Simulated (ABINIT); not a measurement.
**PbO (P4/nmm): G0W0 with ABINIT, start to end**

Wanted: ground state, empty states, screening and self-energy for PbO (P4/nmm).

Method: PBE and many-body steps on it, plane waves, in ABINIT 10.8.3.

The database entry behind the starting cell differs from later determinations by our own check (c about 1 % long), so it need not match the best structure at ambient conditions.

## 1. Set-up

It takes space group P4/nmm (No. 129, tetragonal). The conventional cell has a = 3.960 Å, b = 3.960 Å, c = 5.070 Å, α = 90.00°, β = 90.00°, γ = 90.00°. Nearest to Pb lie 4 O at 2.32 Å. Nearest to O lie 4 Pb at 2.32 Å. Farther neighbours and most contacts between anions are not listed.

Coordinates:

```cif
data_structure
_symmetry_space_group_name_H-M 'P4/nmm:1'
_symmetry_Int_Tables_number 129
_cell_length_a 3.9600
_cell_length_b 3.9600
_cell_length_c 5.0700
_cell_angle_alpha 90.000
_cell_angle_beta 90.000
_cell_angle_gamma 90.000
_cell_volume 79.51
loop_
_atom_site_label
_atom_site_type_symbol
_atom_site_symmetry_multiplicity
_atom_site_Wyckoff_symbol
_atom_site_fract_x
_atom_site_fract_y
_atom_site_fract_z
_atom_site_occupancy
Pb1 Pb 2 c 0.00000 0.50000 0.23899 1
O1 O 2 a 0.00000 0.00000 0.00000 1
```

 The runs that relaxed it are not among those shown. Spin-orbit coupling is left out unless a step names it.

## 2. Ground state

This step: ABINIT 10.8.3; DFT, PBE, plane waves, norm-conserving pseudopotentials.

The ground-state density comes first.

Contents of run.abi:

```
acell 3*1.0 Angstrom
rprim 
  3.960000000000 0.000000000000 0.000000000000
  0.000000000000 3.960000000000 0.000000000000
  0.000000000000 0.000000000000 5.070000000000
ntypat 2
znucl 82 8
natom 4
typat 1 1 2 2
xred 
  0.000000000000 0.500000000000 0.238990104021
  0.500000000000 0.000000000000 0.761009895979
  0.000000000000 0.000000000000 0.000000000000
  0.500000000000 0.500000000000 0.000000000000
pp_dirpath "pseudos"
pseudos "Pb.upf, O.upf"
ecut 42
ngkpt 6 6 4
nshiftk 1
shiftk 0 0 0
kptopt 1
chksymbreak 0
nband 34
occopt 1
tolvrs 1e-10
nstep 60
prtwf 0
optforces 0
optstress 0
indata_prefix "in"
outdata_prefix "out"
tmpdata_prefix "tmp"
```

Started as:

```sh
$ OMP_NUM_THREADS=1 mpirun -n 4 abinit run.abi > log
```

Numbers of over 12 decimals in the logs are rounded to 6 here.

Log:

```text
.Version 10.8.3 of ABINIT. v10.8.2 released Aug 2026.

 Symmetries : space group P4/n m m (#129); Bravais tP (primitive tetrag.)
================================================================================
 Values of the parameters that define the memory need of the present run
     intxc =       0    ionmov =       0      iscf =       7    lmnmax =       7
     lnmax =       7     mgfft =      60  mpssoang =       4    mqgrid =    3001
     natom =       4  nloc_mem =       1    nspden =       1   nspinor =       1
    nsppol =       1      nsym =      16    n1xccc =    2501    ntypat =       2
    occopt =       1   xclevel =       2
-    mband =          34        mffmem =           1         mkmem =           8
       mpw =        7004          nfft =      121500          nkpt =          30
================================================================================
  Rough estimation (10% accuracy) of disk space for files :
================================================================================

--------------------------------------------------------------------------------
------------- Echo of variables that govern the present computation ------------
--------------------------------------------------------------------------------
 -outvars: echo values of preprocessed input variables --------
            acell      1.8897261259E+00  1.8897261259E+00  1.8897261259E+00 Bohr

      chksymbreak           0
             ecut      4.20000000E+01 Hartree
-          fftalg         312

              ixc     -101130
              kpt      0.00000000E+00  0.00000000E+00  0.00000000E+00
                       1.66666667E-01  0.00000000E+00  0.00000000E+00
                       3.33333333E-01  0.00000000E+00  0.00000000E+00
                       5.00000000E-01  0.00000000E+00  0.00000000E+00
                       1.66666667E-01  1.66666667E-01  0.00000000E+00
                       3.33333333E-01  1.66666667E-01  0.00000000E+00
                       5.00000000E-01  1.66666667E-01  0.00000000E+00
                       3.33333333E-01  3.33333333E-01  0.00000000E+00
                       5.00000000E-01  3.33333333E-01  0.00000000E+00
   [... 19 further rows ...]
                       5.00000000E-01  3.33333333E-01  5.00000000E-01
                       5.00000000E-01  5.00000000E-01  5.00000000E-01
         kptrlatt        6    0    0      0    6    0      0    0    4
          kptrlen      3.83236458E+01
P           mkmem           8
            natom           4
            nband          34
            ngfft          45      45      60
             nkpt          30
            nstep          60
             nsym          16
           ntypat           2
              occ      2.000000  2.000000  2.000000  2.000000  2.000000  2.000000
                       2.000000  2.000000  2.000000  2.000000  2.000000  2.000000
                       2.000000  2.000000  2.000000  2.000000  2.000000  2.000000
                       2.000000  2.000000  2.000000  2.000000  2.000000  2.000000
                       2.000000  2.000000  2.000000  2.000000  0.000000  0.000000
                       0.000000  0.000000  0.000000  0.000000
        optforces           0
        optstress           0
            prtwf           0
            rprim      3.9600000000E+00  0.0000000000E+00  0.0000000000E+00
[...]
spgroup         129

           tolvrs      1.00000000E-10

             xred      0.0000000000E+00  5.0000000000E-01  2.3899010402E-01
[...]
znucl       82.00000    8.00000

================================================================================

 chkinp: Checking input parameters for consistency.

================================================================================
== DATASET  1 ==================================================================
-   mpi_nproc: 4, omp_nthreads: 1 (-1 if OMP is not activated)

--- !DatasetInfo
iteration_state: {dtset: 1, }
dimensions: {natom: 4, nkpt: 30, mband: 34, nsppol: 1, nspinor: 1, nspden: 1, mpw: 7004, }
cutoff_energies: {ecut:  42.0, pawecutdg:  -1.0, }
electrons: {nelect:   5.60000000E+01, charge:   0.00000000E+00, occopt:   1.00000000E+00, tsmear:   1.00000000E-02, }

 Real(R)+Recip(G) space primitive vectors, cartesian coordinates (Bohr,Bohr^-1):
 R(1)=  7.4833155  0.0000000  0.0000000  G(1)=  0.1336306  0.0000000  0.0000000
 R(2)=  0.0000000  7.4833155  0.0000000  G(2)=  0.0000000  0.1336306  0.0000000
 R(3)=  0.0000000  0.0000000  9.5809115  G(3)=  0.0000000  0.0000000  0.1043742
 Unit cell volume ucvol=  5.3653114E+02 bohr^3
 Angles (23,13,12)=  9.00000000E+01  9.00000000E+01  9.00000000E+01 degrees

 getcut: wavevector=  0.0000  0.0000  0.0000  ngfft=  45  45  60
         ecut(hartree)=     42.000   => boxcut(ratio)=   2.01544

--- Pseudopotential description ------------------------------------------------
- Pb Generated using ONCVPSP code by D. R. Hamann
- 82.00000  22.00000  220131                  znucl, zion, pspdat
12 -101130 3 -1 1692                          pspcod,pspxc,lmax,lloc,mmax
     nproj     2     2     2     1
  pspatm : epsatm=   27.21822286
         --- l  ekb(1:nproj) -->
[...]
3    9.337611
 pspatm: atomic psp has been read  and splines computed

- O Generated using ONCVPSP code by D. R. Hamann
-  8.00000   6.00000  171031                  znucl, zion, pspdat
12 -101130 2 -1 936                           pspcod,pspxc,lmax,lloc,mmax
     nproj     2     2     1     0
  pspatm : epsatm=    6.17005460
         --- l  ekb(1:nproj) -->
[...]
2   -1.331955
 pspatm: atomic psp has been read  and splines computed

   3.73948708E+03                                ecore*ucvol(ha*bohr**3)
--------------------------------------------------------------------------------

_setup2: Arith. and geom. avg. npw (full set) are    6975.521    6975.505

================================================================================

--- !BeginCycle
iteration_state: {dtset: 1, }
solver: {iscf: 7, nstep: 60, nline: 4, wfoptalg: 0, }
tolerances: {tolvrs: 1.00E-10, }

     iter   Etot(hartree)      deltaE(h)  residm     vres2
 ETOT  1  -451.87216038549    -4.519E+02 2.852E-01 2.592E+03
 ETOT  2  -451.71765312253     1.545E-01 4.019E-02 5.320E+03
 ETOT  3  -452.69693160650    -9.793E-01 1.918E-02 3.342E+02
 ETOT  4  -452.71862812208    -2.170E-02 5.467E-03 1.945E+02
 ETOT  5  -452.72432505889    -5.697E-03 3.841E-03 9.532E+01
 ETOT  6  -452.73664803684    -1.232E-02 2.080E-03 1.286E+00
 ETOT  7  -452.73703163480    -3.836E-04 9.257E-04 6.994E-02
 ETOT  8  -452.73702815034     3.484E-06 4.107E-04 8.146E-02
 ETOT  9  -452.73704438702    -1.624E-05 4.050E-04 5.231E-03
 ETOT 10  -452.73704470608    -3.191E-07 2.234E-04 5.585E-06
 ETOT 11  -452.73704470645    -3.682E-10 1.542E-03 5.068E-07
 ETOT 12  -452.73704470653    -7.816E-11 1.375E-04 3.366E-09
 ETOT 13  -452.73704470652     1.438E-11 1.719E-04 1.490E-10
 ETOT 14  -452.73704470653    -1.467E-11 2.092E-05 3.272E-12

 At SCF step   14       vres2   =  3.27E-12 < tolvrs=  1.00E-10 =>converged.

--- !ResultsGS
iteration_state: {dtset: 1, }
comment   : Summary of ground state results
lattice_vectors:
- [  7.4833155,   0.0000000,   0.0000000, ]
- [  0.0000000,   7.4833155,   0.0000000, ]
- [  0.0000000,   0.0000000,   9.5809115, ]
lattice_lengths: [   7.48332,    7.48332,    9.58091, ]
lattice_angles: [ 90.000,  90.000,  90.000, ] # degrees, (23, 13, 12)
lattice_volume:   5.3653114E+02
convergence: {deltae: -1.467E-11, res2:  3.272E-12, residm:  2.092E-05, diffor:  0.000E+00, }
etotal    :  -4.52737045E+02
entropy   :   0.00000000E+00
fermie    :   2.61001869E-01
cartesian_stress_tensor: null
pressure_GPa: null
xred      :
- [  0.0000E+00,   5.0000E-01,   2.3899E-01, Pb]
- [  5.0000E-01,   0.0000E+00,   7.6101E-01, Pb]
- [  0.0000E+00,   0.0000E+00,   0.0000E+00,  O]
- [  5.0000E-01,   5.0000E-01,   0.0000E+00,  O]
cartesian_forces: null
force_length_stats: {min: null, max: null, mean: null, }

 Integrated electronic density in atomic spheres:
 ------------------------------------------------
 Atom  Sphere_radius  Integrated_density
[...]
4        2.00000          6.12745422
================================================================================

 ----iterations are completed or convergence reached----

 Mean square residual over all n,k,spin=   46.200E-09; max=  20.919E-06
 reduced coordinates (array xred) for    4 atoms
       0.000000000000      0.500000000000      0.238990104021
       0.500000000000      0.000000000000      0.761009895979
       0.000000000000      0.000000000000      0.000000000000
       0.500000000000      0.500000000000      0.000000000000
 rms dE/dt=  0.0000E+00; max dE/dt=  0.0000E+00; dE/dt below (all hartree)
    1       0.000000000000      0.000000000000      0.000000000000
    2       0.000000000000      0.000000000000      0.000000000000
    3       0.000000000000      0.000000000000      0.000000000000
    4       0.000000000000      0.000000000000      0.000000000000

 cartesian coordinates (angstrom) at end:
    1      0.000000     1.980000     1.211680
    2      1.980000     0.000000     3.858320
    3      0.000000     0.000000     0.000000
    4      1.980000     1.980000     0.000000
 length scales=  1.889726125908  1.889726125908  1.889726125908 bohr
              =  1.000000000000  1.000000000000  1.000000000000 angstroms
 prteigrs : about to open file out_EIG
 Fermi (or HOMO) energy (hartree) =   0.26100   Average Vxc (hartree)=  -0.37437
 Eigenvalues (hartree) for nkpt=  30  k points:
 kpt#   1, nband= 34, wtk=  0.00694, kpt=  0.0000  0.0000  0.0000 (reduced coord)
  -4.83895   -4.83895   -2.69625   -2.69625   -2.69623   -2.69623   -2.69609   -2.69606
  -0.41320   -0.39338   -0.32922   -0.32922   -0.32704   -0.32691   -0.32384   -0.32116
  -0.32102   -0.32102   -0.32043   -0.27117   -0.00640    0.01140    0.10595    0.10595
   0.19766    0.20249    0.20249    0.26100    0.34961    0.46413    0.46557    0.46557
   0.50165    0.50165
 prteigrs : prtvol=0 or 1, do not print more k-points.

--- !EnergyTerms
iteration_state     : {dtset: 1, }
comment             : Components of total free energy in Hartree
kinetic             :  1.40346908200130E+02
hartree             :  1.32900543072904E+02
xc                  : -7.64606276292571E+01
Ewald energy        : -2.48977199316717E+02
psp_core            :  6.96974844142879E+00
local_psp           : -4.29844282703726E+02
non_local_psp       :  2.23278652287069E+01
total_energy        : -4.52737044706531E+02
total_energy_eV     : -1.23196025913734E+04
band_energy         : -5.76578001800709E+01

== END DATASET(S) ==============================================================
================================================================================

 -outvars: echo values of variables after computation  --------
           etotal     -4.5273704471E+02
            nband          34
             nkpt          30
          spgroup         129
 [... the other variables as echoed above ...]

 Calculation completed.
```

Wall time 87 s (4 MPI ranks of Intel Xeon Platinum 8488C (Sapphire Rapids), shared host); peak memory 0.47 GiB.

Numbers from this step:

```
total energy               : -12319.6026 eV
gap                        : 1.126 eV
k of the valence top       : 0, 0, 0
k of the conduction bottom : 0.5, 0.5, 0
least direct gap           : 2.115 eV
```

The gap is indirect, with the least direct gap 0.99 eV higher.

(Part 1 of 3 ends here.)

[Paths, hosts, dates, memory and timing lines, banners, echoed tables and standing remarks are left out of the program output.]

[Logs are printed without paths, hosts, clocks, repeated set-up lines and the standing remarks that a program may print on its own settings, such as how far it seeks lower states.]

[Runs of the session that timed out or met a known fault of the program may be left out.]

[Hosts, paths, dates, database ids (printed as entryN), source tags and the programs' standing remarks are cut or masked in the printed files.]

[G0W0 gaps are taken among the corrected bands and points alone; a level outside them can change the order at an edge.]

[Where Ansatz stands beside ABINIT at settings called matched, ABINIT's density can come from a denser mesh and the files from another edition; pairs whose starting gaps differed by over 0.03 eV were left out, so agreement reads better than it is.]
